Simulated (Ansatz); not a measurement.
# Core levels in a random alloy: Al3Ir (Al on 75 % of the Ir sites, one arrangement), part 2 of 2

Wanted: how composition and neighbours shift and broaden the core lines of Al3Ir (Al on 75 % of the Ir sites, one arrangement). Spin–orbit coupling is left out of the bands throughout.

Ansatz 0.2.0; DFT, LDA, plane-wave PAW, default files, scalar-relativistic.

So far. Step 3 (Valence states): The largest force component on a free atom is 0.043 eV/Å, a little over the usual target of 0.03 eV/Å. At the Fermi level the DOS is 6.22 states/eV a cell, and on the broadened curves Al 3p holds 46 % of the total there.

## 4. Core holes (continued)

Each level is the free energy with the hole less that without it. The electron goes to the Fermi level, so the difference is a binding energy from E_F. The hole's nearest image is 6.9 Å away, and the holes carry no spin, so absolute levels are rough.

| atom | region | shell | level (eV) | shift (eV) | j lines (eV) | doubts |
| --- | --- | --- | --- | --- | --- | --- |
| Al1 | - | 2p | 72.89 | -0.06 | 73.17 / 72.75 | - |
| Ir6 | - | 4f | 61.33 | +0.02 | 63.03 / 60.05 | - |
| Al10 | - | 2p | 72.92 | -0.03 | 73.20 / 72.78 | - |
| Ir12 | - | 4f | 61.35 | +0.04 | 63.05 / 60.07 | - |
| Ir15 | - | 4f | 61.31 | +0.00 | 63.01 / 60.03 | - |
| Al16 | - | 2p | 72.95 | +0.00 | 73.23 / 72.82 | - |

Levels of p, d and f shells are means over their two j lines, weighted by degeneracy; the splitting comes from the atom's own solve. Shifts count from the last listed atom of each element.

The Al 2p lines of the listed atoms alone (other atoms of the cell aren't counted), as Gaussians 0.5 eV wide, no depth weighting. Table of intensity by Al 2p level; read off at these points:

| Al 2p level (eV) | intensity (%) |
| --- | --- |
| 71.80 | 0.00235 |
| 71.90 | 0.0181 |
| 72.00 | 0.112 |
| 72.10 | 0.556 |
| 72.20 | 2.22 |
| 72.30 | 7.13 |
| 72.40 | 18.4 |
| 72.50 | 38.3 |
| 72.60 | 64.4 |
| 72.70 | 88.0 |
| 72.80 | 99.5 |
| 72.82 | 100.0 |
| 72.90 | 96.4 |
| 73.00 | 84.8 |
| 73.10 | 71.9 |
| 73.20 | 59.6 |
| 73.30 | 45.9 |
| 73.40 | 30.8 |
| 73.50 | 17.3 |
| 73.60 | 7.91 |
| 73.70 | 2.93 |
| 73.80 | 0.874 |
| 73.90 | 0.210 |
| 74.00 | 0.0406 |
| 74.10 | 0.00632 |

The Ir 4f lines of the listed atoms alone (other atoms of the cell aren't counted), as Gaussians 0.5 eV wide, no depth weighting. Intensity against Ir 4f level; read off at these points:

| Ir 4f level (eV) | intensity (%) |
| --- | --- |
| 59.000 | 5.1e-4 |
| 59.250 | 0.0837 |
| 59.500 | 3.47 |
| 59.750 | 36.4 |
| 60.000 | 96.9 |
| 60.044 | 100.0 |
| 60.250 | 65.2 |
| 60.500 | 11.1 |
| 60.750 | 0.473 |
| 61.000 | 0.00510 |
| 61.250 | 0 |
| 61.500 | 0 |
| 61.750 | 0 |
| 62.000 | 6.3e-4 |
| 62.250 | 0.0919 |
| 62.500 | 3.38 |
| 62.750 | 31.5 |
| 63.000 | 74.2 |
| 63.040 | 75.0 |
| 63.250 | 44.2 |
| 63.500 | 6.67 |
| 63.750 | 0.254 |
| 64.000 | 0.00242 |

## 5. Z+1 stand-in on atom 6

System of this step: Al12Ir3Pt. The cell holds 16 atoms: 12 Al, 1 Pt and 3 Ir. Its edges and angles: a = 6.926 Å, b = 6.926 Å, c = 6.926 Å, α = 109.5°, β = 109.5°, γ = 109.5°. It derives from Ir and Al.

An atom with a screened core hole acts much like the next element, so swapping it gives a second estimate of the shift between sites.

Input file input.yaml:

```yaml
crystal:
  lattice:
    - [-3.9988454741, 3.9988454741, 3.9988454741]
    - [3.9988454741, -3.9988454741, 3.9988454741]
    - [3.9988454741, 3.9988454741, -3.9988454741]
  atoms:
    - { symbol: Al, position: [0.0042164856, 0.2479184476, 0.7360437719] }
    - { symbol: Al, position: [0.0050297014, 0.4881173545, 0.4979015446] }
    - { symbol: Al, position: [-0.0220406396, 0.7548505174, 0.2520773119] }
    - { symbol: Al, position: [0.2560137874, 0.0116300607, 0.7520449625] }
    - { symbol: Al, position: [-0.0336807059, -0.0195907872, 0.0013813034] }
    - { symbol: Pt, position: [0.2406365732, 0.200876935, 0.4668123945] }
    - { symbol: Al, position: [0.257349194, 0.483313038, 0.2790798696] }
    - { symbol: Ir, position: [0.4925018067, 0.7915268075, 0.7345482769] }
    - { symbol: Al, position: [0.2630767442, 0.7511194602, -0.0080426889] }
    - { symbol: Al, position: [0.5050196371, 0.0159464876, 0.5113888659] }
    - { symbol: Al, position: [0.5096682919, 0.2516309033, 0.2772306477] }
    - { symbol: Ir, position: [0.8038011321, 0.5149849047, 0.7765953387] }
    - { symbol: Al, position: [0.5057845137, 0.5221376358, -0.0716533694] }
    - { symbol: Al, position: [0.742242175, 0.7485968957, 0.5132056313] }
    - { symbol: Ir, position: [0.7152598466, -0.0174078294, 0.2763670568] }
    - { symbol: Al, position: [0.7551214567, 0.2543491685, 0.0050190826] }
kpoints:
  mp_grid: { grid: [6, 6, 6] }
scf:
  occupations: { method: fermi_dirac, width: 0.08 }
  n_extra_bands: 16
hamiltonian:
  xc: lda
  pseudopotentials: { kind: paw }
output:
  forces: true
  stress: true
```

Launch:

```bash
> ansatz run input.yaml --threads 4 --pin off --max-ram 14336MiB --backend cpu --events-out ev --progress --plain --runs-dir out
```

The job ended after 41 s (4 threads of Arm Neoverse V1, shared host; peak memory 1.6 GiB; 2.7 min of CPU time).

Numbers from this step:

```
free energy             : -53396.2254 eV
energy at zero smearing : -53396.1598 eV
smearing term TS        : 0.1310 eV
Fermi energy            : 11.43 eV
pressure                : -10.12 GPa
```

The largest force, 0.30 eV/Å, shows that the atoms would still move at this level, mesh and basis. At -10.1 GPa the cell is away from the equilibrium volume of this level: left free, it would shrink.

## 6. Z+1 stand-in on atom 15

System of this step: Al12Ir3Pt. The cell holds 16 atoms: 12 Al, 3 Ir and 1 Pt. Cell: a = 6.926 Å, b = 6.926 Å, c = 6.926 Å, α = 109.5°, β = 109.5°, γ = 109.5°. It derives from Ir and Al.

The same swap on atom 15.

Changes to input.yaml since step 5:

```diff
@@ -11,3 +11,3 @@
     - { symbol: Al, position: [-0.0336807059, -0.0195907872, 0.0013813034] }
-    - { symbol: Pt, position: [0.2406365732, 0.200876935, 0.4668123945] }
+    - { symbol: Ir, position: [0.2406365732, 0.200876935, 0.4668123945] }
     - { symbol: Al, position: [0.257349194, 0.483313038, 0.2790798696] }
@@ -20,3 +20,3 @@
     - { symbol: Al, position: [0.742242175, 0.7485968957, 0.5132056313] }
-    - { symbol: Ir, position: [0.7152598466, -0.0174078294, 0.2763670568] }
+    - { symbol: Pt, position: [0.7152598466, -0.0174078294, 0.2763670568] }
     - { symbol: Al, position: [0.7551214567, 0.2543491685, 0.0050190826] }
```

Elapsed: 41 s, on 4 threads; peak memory 1.6 GiB.

This step gave:

| Item | Value |
| --- | --- |
| free energy | -53396.2410 eV |
| energy at zero smearing | -53396.1758 eV |
| smearing term TS | 0.1305 eV |
| Fermi energy | 11.44 eV |
| pressure | -10.17 GPa |

The run ends at a pressure of -10.17 GPa, with forces up to 0.35 eV/Å.

## 7. Summary of results

```
shift of Ir6 against Ir15                                    : +0.02 eV by Z+1, +0.02 eV by core holes
spread of the Al level over the listed sites                 : 0.06 eV
spread of the Ir level over the listed sites                 : 0.04 eV
strongest listed peak within 13 eV of the zero, at 1486.7 eV : 2.8 eV binding, mostly Ir 5d
strongest listed peak within 13 eV of the zero, at 21.2 eV   : 2.8 eV binding, mostly Ir 5d
Ir 5d centre of the filled part                              : -3.16 eV (8.2 states an atom)
```

Over the listed sites the core levels spread as follows: Al 0.06 eV and Ir 0.04 eV. At 21.2 eV the valence spectrum has its highest listed peaks within 10.8 eV at 2.8 eV (Ir 5d) and 3.5 eV (Ir 5d). At 1486.7 eV the valence spectrum has its highest listed peaks within 12.2 eV at 2.8 eV (Ir 5d) and 3.5 eV (Ir 5d). The shell named is the one with most of the intensity, cross sections included, not always the one with most states there. Spin–orbit coupling is left out, which matters for the heavy atoms here. Shifts mix charge transfer, volume and screening, so their sign doesn't give the direction of charge flow by itself.

[Logs are printed without paths, hosts, clocks, repeated set-up lines and the standing remarks that a program may print on its own settings, such as how far it seeks lower states.]

[Hosts, paths, dates, database ids (printed as entryN), source tags and the programs' standing remarks are cut or masked in the printed files.]

[Maps of the electrostatic potential energy from Ansatz leave out the sawtooth potential of an applied field or a dipole correction, so their vacuum need not be flat; work functions include it.]
